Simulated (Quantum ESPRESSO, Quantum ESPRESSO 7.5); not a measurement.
# 1T-SnSe2, 1 layer, stepped through biaxial strain

Aim: how the results for 1T-SnSe2, 1 layer change with biaxial strain.

Program: Quantum ESPRESSO 7.5. Level of theory: plane-wave DFT, PBE, GBRV ultrasoft pseudopotentials. Results are calculated unless marked as measured.

## 1. Set-up

The cell holds 3 atoms: 2 Se and 1 Sn. Cell: a = 3.870 Å, b = 3.870 Å, c = 17.110 Å, α = 90.0°, β = 90.0°, γ = 120.0°. It derives from SnSe2. Vacuum lies along c.

Set-up: Cell and atoms are first relaxed; each strained cell is then held and the atoms relax in it. A periodic run with 15 Å of vacuum in the starting cell gives the vacuum levels, and bands follow along a path. The bands are repeated with spin-orbit coupling and fully relativistic files.

Members -2, -1, 0, 1 and 2 took the same steps and show in the table alone.

## 2. Variable-cell relaxation of the reference

What the set-up leaves free in this member is relaxed.

Contents of ref.relax.in:

```
&control
  prefix = 'ref.relax'
  outdir = './out'
  pseudo_dir = './pseudo'
  nstep = 80
  forc_conv_thr = 0.0004
  calculation = 'vc-relax'
  etot_conv_thr = 1e-06
/
&system
  ibrav = 0
  nat = 3
  ntyp = 2
  ecutwfc = 50
  ecutrho = 250
  occupations = 'smearing'
  smearing = 'fd'
  degauss = 0.004
/
&electrons
  conv_thr = 1e-09
  mixing_beta = 0.4
  electron_maxstep = 120
  mixing_mode = 'plain'
/
&ions
/
&cell
  cell_dofree = '2Dxy'
  press_conv_thr = 0.3
/
ATOMIC_SPECIES
  Se  78.9710  se_pbe_v1.uspp.F.UPF
  Sn  118.7100  sn_pbe_v1.4.uspp.F.UPF
CELL_PARAMETERS angstrom
  3.87000000000000 0.00000000000000 0.00000000000000
  -1.93500000000000 3.35151831264578 0.00000000000000
  0.00000000000000 0.00000000000000 17.11048904285239
ATOMIC_POSITIONS crystal
  Se  0.666666666700 0.333333333300 0.438327623554
  Sn  0.000000000000 0.000000000000 0.500000000000
  Se  0.333333333300 0.666666666700 0.561672376446
K_POINTS automatic
  12 12 1 0 0 0
```

Command:

```
OMP_NUM_THREADS=1 mpirun -n 4 pw.x -nk 4 -in ref.relax.in > ref.relax.out
```

What it wrote:

```text
Program PWSCF v.7.5 starts
[citation notice left out]

     Parallel version (MPI & OpenMP), running on       4 processor cores
     Number of MPI processes:                 4
     Threads/MPI process:                     1

     MPI processes distributed on     1 nodes
[...]
Current dimensions of program PWSCF are:
     Max number of different atomic species (ntypx) = 10
     Max number of k-points (npk) =  40000
     Max angular momentum in pseudopotentials (lmaxx) =  4
     Message from routine setup:
     using ibrav=0 with symmetry is DISCOURAGED, use correct ibrav instead

     K-points division:     npool     =       4
     Subspace diagonalization in iterative solution of the eigenvalue problem:
     a serial algorithm will be used

     G-vector sticks info
     --------------------
     sticks:   dense  smooth     PW     G-vecs:    dense   smooth      PW
     Sum         925     745    211               100147    71641   11269

     Using Slab Decomposition

     bravais-lattice index     =            0
     lattice parameter (alat)  =       7.3132  a.u.
     unit-cell volume          =    1497.6543 (a.u.)^3
     number of atoms/cell      =            3
     number of atomic types    =            2
     number of electrons       =        26.00
     number of Kohn-Sham states=           17
     kinetic-energy cutoff     =      50.0000  Ry
     charge density cutoff     =     250.0000  Ry
     scf convergence threshold =      1.0E-09
     mixing beta               =       0.4000
     number of iterations used =            8  plain     mixing
     energy convergence thresh.=      1.0E-06
     force convergence thresh. =      4.0E-04
     press convergence thresh. =      3.0E-01
     Exchange-correlation=  SLA  PW   PBX  PBC
                           (   1   4   3   4   0   0   0)
     nstep                     =           80

     celldm(1)=   7.313240  celldm(2)=   0.000000  celldm(3)=   0.000000
     celldm(4)=   0.000000  celldm(5)=   0.000000  celldm(6)=   0.000000

     crystal axes: (cart. coord. in units of alat)
               a(1) = (   1.000000   0.000000   0.000000 )
               a(2) = (  -0.500000   0.866025   0.000000 )
               a(3) = (   0.000000   0.000000   4.421315 )

     reciprocal axes: (cart. coord. in units 2 pi/alat)
               b(1) = (  1.000000  0.577350 -0.000000 )
               b(2) = (  0.000000  1.154701  0.000000 )
               b(3) = (  0.000000 -0.000000  0.226177 )

     PseudoPot. # 1 for Se read from file:
     ./pseudo/se_pbe_v1.uspp.F.UPF
     Pseudo is Ultrasoft + core correction, Zval =  6.0
     Generated by new atomic code, or converted to UPF format
     Using radial grid of  877 points,  6 beta functions with:
                l(1) =   0
                l(2) =   0
                l(3) =   1
                l(4) =   1
                l(5) =   2
                l(6) =   2
     Q(r) pseudized with  8 coefficients,  rinner =    1.300   1.300   1.300
                                                       1.300   1.300

     PseudoPot. # 2 for Sn read from file:
     ./pseudo/sn_pbe_v1.4.uspp.F.UPF
     Pseudo is Ultrasoft + core correction, Zval = 14.0
     Generated by new atomic code, or converted to UPF format
     Using radial grid of  891 points,  6 beta functions with:
                l(1) =   0
                l(2) =   0
                l(3) =   1
                l(4) =   1
                l(5) =   2
                l(6) =   2
     Q(r) pseudized with  8 coefficients,  rinner =    1.350   1.350   1.350
                                                       1.350   1.350

     atomic species   valence    mass     pseudopotential
     Se                6.00    78.97100     Se( 1.00)
     Sn               14.00   118.71000     Sn( 1.00)

     12 Sym. Ops., with inversion, found

   Cartesian axes

     site n.     atom                  positions (alat units)
         1        Se     tau(   1) = (   0.5000000   0.2886751   1.9379845  )
         2        Sn     tau(   2) = (   0.0000000   0.0000000   2.2106575  )
         3        Se     tau(   3) = (  -0.0000000   0.5773503   2.4833305  )

     number of k points=    19  Fermi-Dirac smearing, width (Ry)=  0.0040
                       cart. coord. in units 2pi/alat
        k(    1) = (   0.0000000   0.0000000   0.0000000), wk =   0.0138889
        k(    2) = (   0.0000000   0.0962250   0.0000000), wk =   0.0833333
        k(    3) = (   0.0000000   0.1924501   0.0000000), wk =   0.0833333
        k(    4) = (   0.0000000   0.2886751   0.0000000), wk =   0.0833333
        k(    5) = (   0.0000000   0.3849002   0.0000000), wk =   0.0833333
        k(    6) = (   0.0000000   0.4811252   0.0000000), wk =   0.0833333
        k(    7) = (   0.0000000  -0.5773503   0.0000000), wk =   0.0416667
        k(    8) = (   0.0833333   0.1443376   0.0000000), wk =   0.0833333
        k(    9) = (   0.0833333   0.2405626   0.0000000), wk =   0.1666667
        k(   10) = (   0.0833333   0.3367877   0.0000000), wk =   0.1666667
[...]
k(   19) = (   0.3333333   0.5773503   0.0000000), wk =   0.0277778

     Dense  grid:   100147 G-vectors     FFT dimensions: (  40,  40, 180)

     Smooth grid:    71641 G-vectors     FFT dimensions: (  36,  36, 150)

     Estimated max dynamical RAM per process >     167.98 MB

     Estimated total dynamical RAM >     598.56 MB

     Initial potential from superposition of free atoms

     starting charge      24.9998, renormalised to      26.0000

     negative rho (up, down):  1.963E-04 0.000E+00
     Starting wfcs are   17 randomized atomic wfcs

     total cpu time spent up to now is        1.3 secs

     per-process dynamical memory:    81.0 Mb

     Self-consistent Calculation

     iteration #  1     ecut=    50.00 Ry     beta= 0.40
     Davidson diagonalization with overlap
     ethr =  1.00E-02,  avg # of iterations =  5.5

     negative rho (up, down):  7.742E-05 0.000E+00

     total cpu time spent up to now is        2.8 secs

     total energy              =    -246.20540376 Ry
     estimated scf accuracy    <       0.55137616 Ry

     iteration #  2     ecut=    50.00 Ry     beta= 0.40
[...]
negative rho (up, down):  1.458E-04 0.000E+00

[...]
total energy              =    -246.30203071 Ry
     estimated scf accuracy    <       0.03968242 Ry

     iteration #  3     ecut=    50.00 Ry     beta= 0.40
[...]
negative rho (up, down):  2.100E-04 0.000E+00

[...]
total cpu time spent up to now is       42.4 secs

     total energy              =    -246.47366930 Ry
     estimated scf accuracy    <       0.00164928 Ry

[...]
iteration #  8     ecut=    50.00 Ry     beta= 0.40
[...]
negative rho (up, down):  3.234E-04 0.000E+00

[...]
End of self-consistent calculation

[...]
the Fermi energy is    -1.5417 ev

!    total energy              =    -246.47391103 Ry
     estimated scf accuracy    <          1.5E-10 Ry
     smearing contrib. (-TS)   =      -0.00000348 Ry
     internal energy E=F+TS    =    -246.47390754 Ry

     The total energy is F=E-TS. E is the sum of the following terms:
     one-electron contribution =    -637.91603661 Ry
     hartree contribution      =     325.78247461 Ry
     xc contribution           =    -102.58604724 Ry
     ewald contribution        =     168.24570169 Ry

     convergence has been achieved in   8 iterations

     negative rho (up, down):  3.234E-04 0.000E+00

     Forces acting on atoms (cartesian axes, Ry/au):

     atom    1 type  1   force =     0.00000000   -0.00000000   -0.08408095
     atom    2 type  2   force =     0.00000000   -0.00000000    0.00000000
     atom    3 type  1   force =    -0.00000000   -0.00000000    0.08408095

     Total force =     0.118908     Total SCF correction =     0.000017

     Computing stress (Cartesian axis) and pressure

     negative rho (up, down):  3.234E-04 0.000E+00
          total   stress  (Ry/bohr**3)                   (kbar)     P=       23.15
   0.00011781  -0.00000000   0.00000000           17.33       -0.00        0.00
  -0.00000000   0.00011781   0.00000000           -0.00       17.33        0.00
   0.00000000   0.00000000   0.00023649            0.00        0.00       34.79

     Energy error            =      6.1E-02 Ry
     Gradient error          =      8.4E-02 Ry/Bohr
     Cell gradient error     =      1.7E+01 kbar

     number of scf cycles    =   3
     number of bfgs steps    =   2

     enthalpy           old  =    -246.4125077799 Ry
     enthalpy           new  =    -246.4739110253 Ry

     CASE: enthalpy          _new < enthalpy          _old

     new trust radius        =       0.2949400048 bohr
     new conv_thr            =       0.0000000010 Ry

     new unit-cell volume =   1646.90541 a.u.^3 (   244.04620 Ang^3 )
     density =      1.88240 g/cm^3

CELL_PARAMETERS (angstrom)
   4.058256576   0.000000000   0.000000000
  -2.029128288   3.514553290   0.000000000
   0.000000000   0.000000000  17.110489043

ATOMIC_POSITIONS (crystal)
Se               0.6666666667        0.3333333333        0.4158759301
Sn               0.0000000000       -0.0000000000        0.5000000000
Se               0.3333333333        0.6666666667        0.5841240699

[...]
NEW-OLD atomic charge density approx. for the potential
     New effective cutoffs (rho, wfc):  248.64   49.88

     negative rho (up, down):  5.414E-04 0.000E+00

     total cpu time spent up to now is       56.3 secs

     per-process dynamical memory:    88.9 Mb

[...]
!    total energy              =    -246.50680982 Ry
[...]
Total force =     0.037921     Total SCF correction =     0.000048
[...]
number of bfgs steps    =   3
[...]
new trust radius        =       0.1015017764 bohr
[...]
!    total energy              =    -246.51024635 Ry
[...]
Total force =     0.015154     Total SCF correction =     0.000015
[...]
number of bfgs steps    =   4
[...]
new trust radius        =       0.0645913797 bohr
[...]
!    total energy              =    -246.51218478 Ry
[...]
Total force =     0.003112     Total SCF correction =     0.000010
[...]
number of bfgs steps    =   5
[...]
new trust radius        =       0.0710505177 bohr
[...]
!    total energy              =    -246.51497470 Ry
[...]
Total force =     0.008014     Total SCF correction =     0.000010
[...]
number of bfgs steps    =   6
[...]
new trust radius        =       0.1065757765 bohr
[...]
!    total energy              =    -246.51852814 Ry
[...]
Total force =     0.016726     Total SCF correction =     0.000012
[...]
number of bfgs steps    =   7
[...]
new trust radius        =       0.1598636647 bohr
[...]
!    total energy              =    -246.52212832 Ry
[...]
Total force =     0.019227     Total SCF correction =     0.000027
[...]
number of bfgs steps    =   8
[...]
new trust radius        =       0.0975139961 bohr
[...]
!    total energy              =    -246.52354194 Ry
[...]
Total force =     0.008799     Total SCF correction =     0.000004
[...]
number of bfgs steps    =   9
[...]
new trust radius        =       0.0299117926 bohr
[...]
!    total energy              =    -246.52374901 Ry
[...]
Total force =     0.001095     Total SCF correction =     0.000000
[...]
number of bfgs steps    =  10
[...]
new trust radius        =       0.0063595163 bohr
[...]
Self-consistent Calculation

     iteration #  1     ecut=    50.00 Ry     beta= 0.40
     Davidson diagonalization with overlap
     ethr =  1.00E-06,  avg # of iterations =  3.0

     Threshold (ethr) on eigenvalues was too large:
     Diagonalizing with lowered threshold

     Davidson diagonalization with overlap
     ethr =  6.94E-09,  avg # of iterations =  6.5

     negative rho (up, down):  2.321E-04 0.000E+00

     total cpu time spent up to now is      185.9 secs

     total energy              =    -246.52375542 Ry
     estimated scf accuracy    <       0.00000153 Ry

[...]
iteration #  7     ecut=    50.00 Ry     beta= 0.40
[...]
negative rho (up, down):  2.330E-04 0.000E+00

[...]
End of self-consistent calculation

          k = 0.0000 0.0000 0.0000 (  8911 PWs)   bands (ev):

   -22.7302 -22.7302 -22.6944 -22.6849 -22.6849 -14.9884 -13.7133  -7.2004
    -2.7021  -2.0189  -2.0189  -1.6409  -1.6409  -0.0303   1.5267   3.0279
     3.0279

          k = 0.0000 0.0969 0.0000 (  8933 PWs)   bands (ev):

   -22.7325 -22.7276 -22.6926 -22.6871 -22.6851 -14.9237 -13.6681  -7.2150
    -2.6885  -2.6281  -2.2489  -2.0015  -1.5767   0.3506   1.9636   2.8598
     3.1853

          k = 0.0000 0.1938 0.0000 (  8948 PWs)   bands (ev):

   -22.7393 -22.7209 -22.6926 -22.6870 -22.6849 -14.7344 -13.5432  -7.2939
    -3.6904  -2.8057  -2.6683  -2.5111  -1.5776   0.6191   2.2664   3.3311
     3.5530

          k = 0.0000 0.2907 0.0000 (  8922 PWs)   bands (ev):

   -22.7498 -22.7132 -22.6982 -22.6827 -22.6794 -14.4379 -13.3719  -7.5253
    -4.6146  -3.4343  -3.0902  -2.4102  -1.6683   0.2368   2.4875   3.8749
     3.9026

          k = 0.0000 0.3875 0.0000 (  8946 PWs)   bands (ev):

   -22.7614 -22.7085 -22.7034 -22.6780 -22.6718 -14.0720 -13.2132  -7.9329
    -5.2944  -3.7939  -3.4336  -2.3085  -1.7838  -0.2990   2.5818   3.8071
     4.0854

          k = 0.0000 0.4844 0.0000 (  8938 PWs)   bands (ev):

   -22.7701 -22.7068 -22.7068 -22.6726 -22.6659 -13.7129 -13.1410  -8.3397
    -5.7299  -3.8712  -3.6543  -2.2829  -1.8724  -0.6814   2.5405   3.7197
     4.1348

[...]
k = 0.0839 0.2422 0.0000 (  8938 PWs)   ban
[key lines of the parts left out:]
total energy              =    -246.52375544 Ry
the Fermi energy is    -1.1437 ev
convergence has been achieved in   7 iterations
```

Run time: 3.8 min. Hardware: 4 MPI ranks of Arm Neoverse V2, shared host; peak memory 0.73 GiB.

Relaxation path:

```
step  energy less that of the first step (eV)  largest force (eV/Å)  volume (Å³)
   1                                   0.0000                5.2771       221.93
   2                                  -1.3713                3.5729       230.23
   3                                  -2.2067                2.1618       237.32
   4                                  -2.6543                0.6894       244.05
   5                                  -2.7011                0.2755       244.63
   6                                  -2.7275                0.0566       243.23
   7                                  -2.7654                0.1457       239.53
   8                                  -2.8138                0.3041       233.22
   9                                  -2.8628                0.3496       223.92
  10                                  -2.8820                0.1600       218.34
  11                                  -2.8848                0.0199       218.56
  12                                  -2.8849                0.0002       218.92
  13                                  -2.8849                0.0002       218.92
  14                                  -2.8796                0.0001       218.92
```

```
cell as run  before  after  change
      a (Å)   3.870  3.844  -0.7 %
      b (Å)   3.870  3.844  -0.7 %
```

The atoms that moved most (Å, along periodic axes as changes of fractional coordinates times the final cell, across vacuum about the mean position):

```
atom     dx     dy      dz  length
 Se3  0.000  0.000   0.548   0.548
 Se1  0.000  0.000  -0.548   0.548
```

Final coordinates:

```
CELL_PARAMETERS angstrom
3.84368 0.00000 0.00000
-1.92184 3.32873 0.00000
0.00000 0.00000 17.11049
ATOMIC_POSITIONS crystal
Se 0.66667 0.33333 0.40628
Sn 0.00000 0.00000 0.50000
Se 0.33333 0.66667 0.59372
```

 The last row is no step: it is a fresh SCF in the final cell with a new plane-wave basis, +5 meV from the row before.

This step gave:

* free energy: -3354.1213 eV
* Fermi energy: -1.157 eV

(Continued in part 2 of 7.)

[Logs are printed without paths, hosts, clocks, repeated set-up lines and the standing remarks that a program may print on its own settings, such as how far it seeks lower states.]

[Hosts, paths, dates, database ids (printed as entryN), source tags and the programs' standing remarks are cut or masked in the printed files.]

[Maps of the electrostatic potential energy from Ansatz leave out the sawtooth potential of an applied field or a dipole correction, so their vacuum need not be flat; planar profiles and work functions include it.]
